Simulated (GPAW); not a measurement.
# The basis that the transmission of a Ta chain with one S atom in line needs

Wanted: the zero-bias transmission of a Ta chain with one S atom in line on a ladder of levels, with run times.

Method: GPAW LCAO, PAW setups; Landauer transmission from Green's functions with principal layers (ASE), zero bias, in GPAW 26.7.0.

Most raw output is cut from this account.

**1. Starting point**

The cell holds 15 atoms: 14 Ta and 1 S. Cell: a = 9.000 Å, b = 9.000 Å, c = 35.406 Å, α = 90.0°, β = 90.0°, γ = 90.0°. Regions: left lead, 7 atoms (7 Ta); channel, 1 atom (1 S); right lead, 7 atoms (7 Ta). Vacuum lies along a and b. The structure is stacked along c, and the current runs across the ab planes.

**2. Double-zeta polarised basis**

Localised orbitals split the wire into layers that couple to their neighbours alone, which is what the Green's function method needs; double zeta with polarisation is the usual level for numbers.

File run.py:

```python
import json
import numpy as np
from ase import Atoms
from ase.transport.calculators import TransportCalculator
from gpaw import GPAW, FermiDirac
from gpaw.lcao.tools import get_lcao_hamiltonian
from scipy.linalg import eigh

# The junction with lead layers at both ends, along the third cell vector
device = Atoms(
    ['Ta', 'Ta', 'Ta', 'Ta', 'Ta', 'Ta', 'Ta', 'S', 'Ta', 'Ta', 'Ta', 'Ta', 'Ta', 'Ta', 'Ta'],
    positions=[
        [4.50000, 4.50000, 1.20000],
        [4.50000, 4.50000, 3.60000],
        [4.50000, 4.50000, 6.00000],
        [4.50000, 4.50000, 8.40000],
        [4.50000, 4.50000, 10.80000],
        [4.50000, 4.50000, 13.20000],
        [4.50000, 4.50000, 15.60000],
        [4.50000, 4.50000, 17.70280],
        [4.50000, 4.50000, 19.80560],
        [4.50000, 4.50000, 22.20560],
        [4.50000, 4.50000, 24.60560],
        [4.50000, 4.50000, 27.00560],
        [4.50000, 4.50000, 29.40560],
        [4.50000, 4.50000, 31.80560],
        [4.50000, 4.50000, 34.20560]],
    cell=[[9.0, 0.0, 0.0], [0.0, 9.0, 0.0], [0.0, 0.0, 35.4056]],
    pbc=True)

# One principal layer of the lead: the first 5 atoms of the device
lead = Atoms(
    ['Ta', 'Ta', 'Ta', 'Ta', 'Ta'],
    positions=[
        [4.50000, 4.50000, 1.20000],
        [4.50000, 4.50000, 3.60000],
        [4.50000, 4.50000, 6.00000],
        [4.50000, 4.50000, 8.40000],
        [4.50000, 4.50000, 10.80000]],
    cell=[[9.0, 0.0, 0.0], [0.0, 9.0, 0.0], [0.0, 0.0, 12.0]],
    pbc=True)

settings = dict(mode='lcao', basis='dzp', xc='PBE', h=0.2,
                occupations=FermiDirac(0.1), maxiter=250,
                mixer=dict(beta=0.1, nmaxold=8, weight=100.0),
                convergence=dict(density=0.0001))
energies = np.arange(-2, 2 + 1e-9, 0.05)
eta = 0.0001
n1, n2 = 1, 1
# k and -k transmit alike, so half of the mesh across the current serves
mesh = [(i, j) for i in range(n1) for j in range(n2) if (i, j) <= (-i % n1, -j % n2)]
weights = np.array([1 if (i, j) == (-i % n1, -j % n2) else 2 for i, j in mesh]) / (n1 * n2)

# [... helper functions left out ...]
fermi_lead = ground_state(lead, (1, 1, 10), 'lead.txt')
fermi_device = ground_state(device, (1, 1, 2), 'device.txt')
# [... loop over the mesh left out, but for ...]
        # Shift the lead onto the potential of the device's first layer
        shift = ((H[:, 0, 0] - H0[:, 0, 0]) / S0[0, 0]).real.mean()
# [...]
kT = 8.617333e-5 * 500
bias = [0.1, 0.2, 0.5, 1.0, 1.5, 2.0]
# [... integrals and printing left out ...]
```

On the command line:

```
OMP_NUM_THREADS=1 OPENBLAS_NUM_THREADS=1 python run.py
```

Run time: 2.5 min. Hardware: 1 thread of Arm Neoverse V2, shared host; peak memory 1.4 GiB.

This step gave:

```yaml
conductance: 2.230 G₀
largest_coupling_past_the_next_principal_layer: 9.06e-8 eV
largest_misfit_of_the_first_principal_layer: 0.06931 eV
shift_that_aligns_the_lead: 0.01481 eV
basis_functions_of_the_junction: 419
basis_functions_of_a_principal_layer: 145
transmission_at_the_fermi_level_one_spin: 2.243
```

One spin. Transmission, zone mean against energy, zero at the Fermi level:

```
energy (eV)  transmission, zone mean
      -2.00                     1.11
      -1.85                     1.11
      -1.70                     1.52
      -1.60                     1.40
      -1.45                     1.65
      -1.30                     1.79
      -1.15                     1.88
      -1.05                     1.90
      -0.90                     1.88
      -0.75                     1.89
      -0.60                     1.90
      -0.50                     1.93
      -0.35                     1.99
      -0.20                     2.10
      -0.05                     2.24
       0.00                     2.24
       0.05                     2.25
       0.20                     2.21
       0.35                     2.11
       0.50                     1.97
       0.60                     1.91
       0.75                     1.81
       0.90                     1.69
       1.05                     1.48
       1.15                     1.26
       1.30                     1.03
       1.45                    0.540
       1.60                    0.523
       1.70                    0.511
       1.85                    0.486
       2.00                    0.475
```

Not self-consistent under bias; the bias window is split evenly. Table of current through one cell, from the zero-bias transmission by bias:

```csv
bias (V),"current through one cell, from the zero-bias transmission (μA)"
0.100,17.3
0.200,34.4
0.500,84.7
1.000,164
1.500,237
2.000,307
```

Transmission of the three most open eigenchannels against energy, zero at the Fermi level:

```csv
energy (eV),channel 1,channel 2,channel 3
-2.00,0.442,0.442,0.224
-1.90,0.442,0.442,0.191
-1.80,0.494,0.494,0.151
-1.70,0.534,0.534,0.317
-1.55,0.597,0.597,0.266
-1.45,0.637,0.637,0.340
-1.35,0.671,0.671,0.339
-1.25,0.693,0.693,0.404
-1.15,0.700,0.700,0.436
-1.05,0.695,0.695,0.464
-0.90,0.668,0.668,0.500
-0.80,0.667,0.667,0.518
-0.70,0.657,0.657,0.534
-0.60,0.656,0.656,0.548
-0.50,0.664,0.664,0.559
-0.40,0.680,0.680,0.569
-0.25,0.712,0.712,0.578
-0.15,0.733,0.733,0.582
-0.05,0.749,0.749,0.584
0.00,0.754,0.754,0.585
0.05,0.756,0.756,0.585
0.15,0.751,0.751,0.583
0.25,0.734,0.734,0.595
0.40,0.692,0.692,0.578
0.50,0.649,0.649,0.573
0.60,0.626,0.626,0.567
0.70,0.595,0.595,0.559
0.80,0.566,0.566,0.547
0.90,0.545,0.532,0.532
1.05,0.529,0.438,0.438
1.15,0.522,0.342,0.342
1.25,0.509,0.260,0.260
1.35,0.500,0.0347,0.00878
1.45,0.492,0.0334,0.00726
1.55,0.484,0.0316,0.00616
1.70,0.474,0.0275,0.00471
1.80,0.468,0.0231,0.00391
1.90,0.463,0.0168,0.00276
2.00,0.463,0.00852,0.00185
```

Couplings past the next layer reach 9.1e-8 eV, small enough to drop; the matrix elements of the cell's first layer differ from the bulk lead's by up to 0.069 eV. That layer keeps its own values in the calculation, and only beyond it is the lead taken as perfect. The Fermi levels of lead and junction count from different zeros of potential, one for each periodic cell; with both set to zero, the small remaining shift is what aligns them. Without spin-orbit coupling, which is large for these atoms, channel counts and T are those of the scalar-relativistic bands. By hand: G = 2.230 × 77.48 μS = 173 μS, a resistance of 5.79 kΩ; at 0.1 V a linear junction would pass 17.3 μA, and the integral over the bias window gives 17.3 μA.

**3. Single-zeta polarised basis**

One radial function a shell plus polarisation makes the matrices smaller; the question is what that costs.

run.py: that of step 2 with these lines changed.

```diff
@@ -42,3 +42,3 @@
 
-settings = dict(mode='lcao', basis='dzp', xc='PBE', h=0.2,
+settings = dict(mode='lcao', basis='szp(dzp)', xc='PBE', h=0.2,
                 occupations=FermiDirac(0.1), maxiter=250,
```

It took 97 s on 1 thread; peak memory 1.3 GiB.

This step gave:

```
conductance                                    : 2.269 G₀
largest coupling past the next principal layer : 9.07e-8 eV
largest misfit of the first principal layer    : 0.06658 eV
shift that aligns the lead                     : 0.02203 eV
basis functions of the junction                : 233
basis functions of a principal layer           : 80
transmission at the Fermi level (one spin)     : 2.286
```

One spin. The transmission, zone mean by energy, zero at the Fermi level:

energy (eV), transmission, zone mean and a bar from the least value:
```
    -2.00       1.07 ##########
    -1.90       1.16 ############
    -1.80       1.20 #############
    -1.70       1.23 #############
    -1.55       1.51 #################
    -1.45       1.68 ####################
    -1.35       1.80 ######################
    -1.25       1.88 #######################
    -1.15       1.92 ########################
    -1.05       1.94 ########################
    -0.90       2.25 #############################
    -0.80       1.94 ########################
    -0.70       1.94 ########################
    -0.60       1.96 #########################
    -0.50       1.99 #########################
    -0.40       2.03 ##########################
    -0.25       2.10 ###########################
    -0.15       2.17 ############################
    -0.05       2.27 ##############################
     0.00       2.29 ##############################
     0.05       2.29 ##############################
     0.10       2.29 ##############################
     0.15       2.28 ##############################
     0.25       2.23 #############################
     0.40       2.13 ###########################
     0.50       2.06 ##########################
     0.60       2.00 #########################
     0.70       1.94 ########################
     0.80       1.88 #######################
     0.90       1.80 ######################
     1.05       1.63 ###################
     1.15       1.45 ################
     1.25       1.24 #############
     1.35       1.21 #############
     1.45       0.51 #
     1.55       0.50 #
     1.70       0.48 #
     1.80       0.46 #
     1.90       0.44 
     2.00       0.43
```

Not self-consistent under bias; the bias window is split evenly. Current through one cell, from the zero-bias transmission against bias:

```
bias (V)  current through one cell, from the zero-bias transmission (μA)
   0.100                                                            17.6
   0.200                                                            35.0
   0.500                                                            86.3
   1.000                                                             167
   1.500                                                             244
   2.000                                                             317
```

Transmission of the three most open eigenchannels against energy, zero at the Fermi level:

```
energy (eV)  channel 1  channel 2  channel 3
      -2.00      0.417      0.417      0.231
      -1.90      0.477      0.477      0.205
      -1.80      0.517      0.517      0.170
      -1.70      0.556      0.556      0.122
      -1.55      0.623      0.623      0.237
      -1.45      0.668      0.668      0.308
      -1.35      0.703      0.703      0.358
      -1.25      0.724      0.724      0.391
      -1.15      0.730      0.730      0.422
      -1.05      0.724      0.724      0.453
      -0.90      0.857      0.857      0.493
      -0.80      0.688      0.688      0.516
      -0.70      0.683      0.683      0.533
      -0.60      0.685      0.685      0.547
      -0.50      0.695      0.695      0.557
      -0.40      0.713      0.713      0.564
      -0.25      0.744      0.744      0.572
      -0.15      0.764      0.764      0.576
      -0.05      0.778      0.778      0.578
       0.00      0.782      0.782      0.579
       0.05      0.784      0.784      0.580
       0.15      0.779      0.779      0.583
       0.25      0.766      0.766      0.579
       0.40      0.731      0.731      0.577
       0.50      0.704      0.704      0.573
       0.60      0.675      0.675      0.567
       0.70      0.649      0.649      0.559
       0.80      0.625      0.625      0.552
       0.90      0.597      0.597      0.535
       1.05      0.527      0.527      0.517
       1.15      0.505      0.445      0.445
       1.25      0.494      0.351      0.351
       1.35      0.484      0.344      0.344
       1.45      0.475     0.0231    0.00638
       1.55      0.466     0.0218    0.00572
       1.70      0.451     0.0194    0.00446
       1.80      0.439     0.0167    0.00344
       1.90      0.427     0.0124    0.00276
       2.00      0.419    0.00654    0.00142
```

The conductance, 2.27 G₀, lies 1.8 % above that of the dzp run.

**4. GPAW, sz: basis = "sz(dzp)"**

The minimal basis is the cheapest rung: no second zeta and no polarisation.

run.py: that of step 3 with these lines changed.

```diff
@@ -42,3 +42,3 @@
 
-settings = dict(mode='lcao', basis='szp(dzp)', xc='PBE', h=0.2,
+settings = dict(mode='lcao', basis='sz(dzp)', xc='PBE', h=0.2,
                 occupations=FermiDirac(0.1), maxiter=250,
```

Wall time 68 s (1 thread); peak memory 1.3 GiB.

This step gave:

```
conductance                                 : 1.867 G₀
largest misfit of the first principal layer : 0.05906 eV
shift that aligns the lead                  : 0.01956 eV
basis functions of the junction             : 186
basis functions of a principal layer        : 65
transmission at the Fermi level (one spin)  : 1.879
```

The conductance, 1.87 G₀, lies 16 % below that of the dzp run.

**5. revPBE in the dzp basis: xc = "revPBE"**

Back in the dzp basis, the functional changes from PBE to revPBE, to set the spread between functionals beside that between bases.

run.py: that of step 4 with these lines changed.

```diff
@@ -42,3 +42,3 @@
 
-settings = dict(mode='lcao', basis='sz(dzp)', xc='PBE', h=0.2,
+settings = dict(mode='lcao', basis='dzp', xc='revPBE', h=0.2,
                 occupations=FermiDirac(0.1), maxiter=250,
```

Wall time 2.4 min (1 thread); peak memory 1.4 GiB.

Numbers from this step:

```
conductance                                    : 2.205 G₀
largest coupling past the next principal layer : 8.85e-8 eV
largest misfit of the first principal layer    : 0.05576 eV
shift that aligns the lead                     : 0.005522 eV
basis functions of the junction                : 419
basis functions of a principal layer           : 145
transmission at the Fermi level (one spin)     : 2.228
```

The conductance, 2.20 G₀, lies 1.1 % below that of the dzp run.

**6. The ladder**

Times are for 1 thread of Arm Neoverse V2, shared host. The runs compared:

| no. | run | conductance (G₀) | time | memory (GiB) |
| --- | --- | --- | --- | --- |
| 1 | dzp | 2.230 | 2.5 min | 1.4 |
| 2 | szp | 2.269 | 97 s | 1.3 |
| 3 | sz | 1.867 | 68 s | 1.3 |
| 4 | dzp revPBE | 2.205 | 2.4 min | 1.4 |

**7. Comparison**

The curves are compared point by point over the common energies.

This step: comparison of transmission and cost over codes and levels (GPAW 26.7.0).

Ladder, by row:

```csv
step,code,T at the Fermi level (sum over the listed spins),conductance (G0),r.m.s. T(E) from the first,wall time (s),peak memory (GiB),threads
dzp,GPAW,2.243,2.23,0,150,1.38,1
szp,GPAW,2.286,2.269,0.1178,97.42,1.32,1
sz,GPAW,1.879,1.867,0.2768,68.35,1.27,1
dzp-revPBE,GPAW,2.228,2.205,0.07871,142.2,1.39,1
```

Transmission, zone mean, sum over the listed spins against energy, zero at the Fermi level:

| energy (eV) | dzp | szp | sz | dzp-revPBE |
| --- | --- | --- | --- | --- |
| -2.0000 | 1.11 | 1.07 | 0.862 | 1.70 |
| -1.7500 | 1.15 | 1.22 | 0.985 | 1.16 |
| -1.7000 | 1.52 | 1.23 | 1.00 | 1.29 |
| -1.5000 | 1.58 | 1.60 | 1.30 | 1.58 |
| -1.2500 | 1.83 | 1.88 | 1.60 | 1.83 |
| -1.0000 | 1.90 | 1.95 | 1.64 | 1.88 |
| -0.7500 | 1.89 | 1.94 | 1.60 | 1.87 |
| -0.5000 | 1.93 | 1.99 | 1.64 | 1.92 |
| -0.2500 | 2.04 | 2.10 | 1.75 | 2.03 |
| 0.0000 | 2.24 | 2.29 | 1.88 | 2.23 |
| 0.0500 | 2.25 | 2.29 | 1.88 | 2.23 |
| 0.1000 | 2.25 | 2.29 | 1.88 | 2.23 |
| 0.2500 | 2.19 | 2.23 | 1.81 | 2.18 |
| 0.5000 | 1.97 | 2.06 | 1.63 | 1.99 |
| 0.7500 | 1.81 | 1.91 | 1.46 | 1.81 |
| 1.0000 | 1.57 | 1.70 | 1.29 | 1.56 |
| 1.2500 | 1.09 | 1.24 | 0.935 | 1.06 |
| 1.5000 | 0.534 | 0.505 | 0.379 | 0.538 |
| 1.7500 | 0.505 | 0.472 | 0.365 | 0.512 |
| 2.0000 | 0.475 | 0.428 | 0.354 | 0.479 |

**8. SCF mesh 1×1×1, k-points along the lead 40**

The SCF mesh sets the Fermi level of the repeated cell. The lead's own mesh along the current sets its density and potential; where the lead is aligned to the junction's end layer, a rigid shift drops out.

This step: GPAW LCAO, PAW setups; Landauer transmission from Green's functions with principal layers (ASE), zero bias (GPAW 26.7.0).

run.py: that of step 5 with these lines changed.

```diff
@@ -42,3 +42,3 @@
 
-settings = dict(mode='lcao', basis='dzp', xc='revPBE', h=0.2,
+settings = dict(mode='lcao', basis='dzp', xc='PBE', h=0.2,
                 occupations=FermiDirac(0.1), maxiter=250,
@@ -54,4 +54,4 @@
 # [... helper functions left out ...]
-fermi_lead = ground_state(lead, (1, 1, 10), 'lead.txt')
-fermi_device = ground_state(device, (1, 1, 2), 'device.txt')
+fermi_lead = ground_state(lead, (1, 1, 40), 'lead.txt')
+fermi_device = ground_state(device, (1, 1, 1), 'device.txt')
 # [... loop over the mesh left out, but for ...]
```

Elapsed: 2.3 min, on 1 thread; peak memory 1.4 GiB.

The run finished with changed settings (scf_mesh = [1, 1, 1] and lead_nz = 40); it serves as a test.

The two runs compared:

| quantity | this run | sound run | difference |
| --- | --- | --- | --- |
| conductance (G₀) | 2.2536 | 2.2297 | 0.0240 |
| largest coupling past the next principal layer (eV) | 9.060e-8 | 9.060e-8 | -9.1e-13 |
| largest misfit of the first principal layer (eV) | 0.065879 | 0.069310 | -0.00343 |
| shift that aligns the lead (eV) | 0.016681 | 0.014805 | 0.00188 |
| transmission at the Fermi level (one spin) | 2.2694 | 2.2429 | 0.0265 |

**9. Another change of settings**

A last run, with other settings again.

run.py: that of step 8 with these lines changed.

```diff
@@ -30,12 +30,8 @@
 
-# One principal layer of the lead: the first 5 atoms of the device
+# One principal layer of the lead: the first 1 atoms of the device
 lead = Atoms(
-    ['Ta', 'Ta', 'Ta', 'Ta', 'Ta'],
+    ['Ta'],
     positions=[
-        [4.50000, 4.50000, 1.20000],
-        [4.50000, 4.50000, 3.60000],
-        [4.50000, 4.50000, 6.00000],
-        [4.50000, 4.50000, 8.40000],
-        [4.50000, 4.50000, 10.80000]],
-    cell=[[9.0, 0.0, 0.0], [0.0, 9.0, 0.0], [0.0, 0.0, 12.0]],
+        [4.50000, 4.50000, 1.20000]],
+    cell=[[9.0, 0.0, 0.0], [0.0, 9.0, 0.0], [0.0, 0.0, 2.4]],
     pbc=True)
@@ -43,3 +39,3 @@
 settings = dict(mode='lcao', basis='dzp', xc='PBE', h=0.2,
-                occupations=FermiDirac(0.1), maxiter=250,
+                occupations=FermiDirac(0.1), maxiter=75,
                 mixer=dict(beta=0.1, nmaxold=8, weight=100.0),
@@ -54,4 +50,4 @@
 # [... helper functions left out ...]
-fermi_lead = ground_state(lead, (1, 1, 40), 'lead.txt')
-fermi_device = ground_state(device, (1, 1, 1), 'device.txt')
+fermi_lead = ground_state(lead, (1, 1, 10), 'lead.txt')
+fermi_device = ground_state(device, (1, 1, 2), 'device.txt')
 # [... loop over the mesh left out, but for ...]
```

Wall time 1.9 min (1 thread); peak memory 1.3 GiB.

The run ended with an error.

The program's message: “LinAlgError: The leading minor of order 20 of B is not positive definite. The factorization of B could not be completed and no eigenvalues or eigenvectors were computed.”

The change that led to it: n_lead = 1 and period = 2.4.

**10. Outcome**

- conductance: 2.23 G₀
- transmission at the Fermi level, mean of the spins: 2.24

In the dzp basis the junction conducts 2.23 G₀ at 500 K, with T = 2.24 a spin at the Fermi level; the szp basis reaches that conductance within 10 %. At the Fermi level the three most open eigenchannels pass 0.75, 0.75 and 0.58. Measured against the first run (dzp), the nearest curve is that of dzp-revPBE (r.m.s. 0.079) and the farthest that of sz (0.28). Over the compared runs wall time goes from 68 s (sz) to 150 s (dzp), on a shared host. The geometry was built from estimated bond lengths and not relaxed, so the numbers describe this model structure. The run had no spin polarisation, so a magnetic state, which chains and small molecules with open shells often have, wasn't tested. Spin-orbit coupling is left out, which matters for the heavy atoms here. An evenly spaced straight chain is an idealisation: free chains tend to dimerise, zigzag or, where a band edge lies near the Fermi level, turn magnetic. The currents use the zero-bias T(E) throughout, which holds only while the bias is small against the distance to the nearest feature. The thermopower isn't quoted: it samples T(E) farther from the Fermi level than the conductance does, and the energy grid wasn't tested for it.

[Logs are printed without paths, hosts, clocks, repeated set-up lines and the standing remarks that a program may print on its own settings, such as how far it seeks lower states.]

[Hosts, paths, dates, database ids (printed as entryN), source tags and the programs' standing remarks are cut or masked in the printed files.]
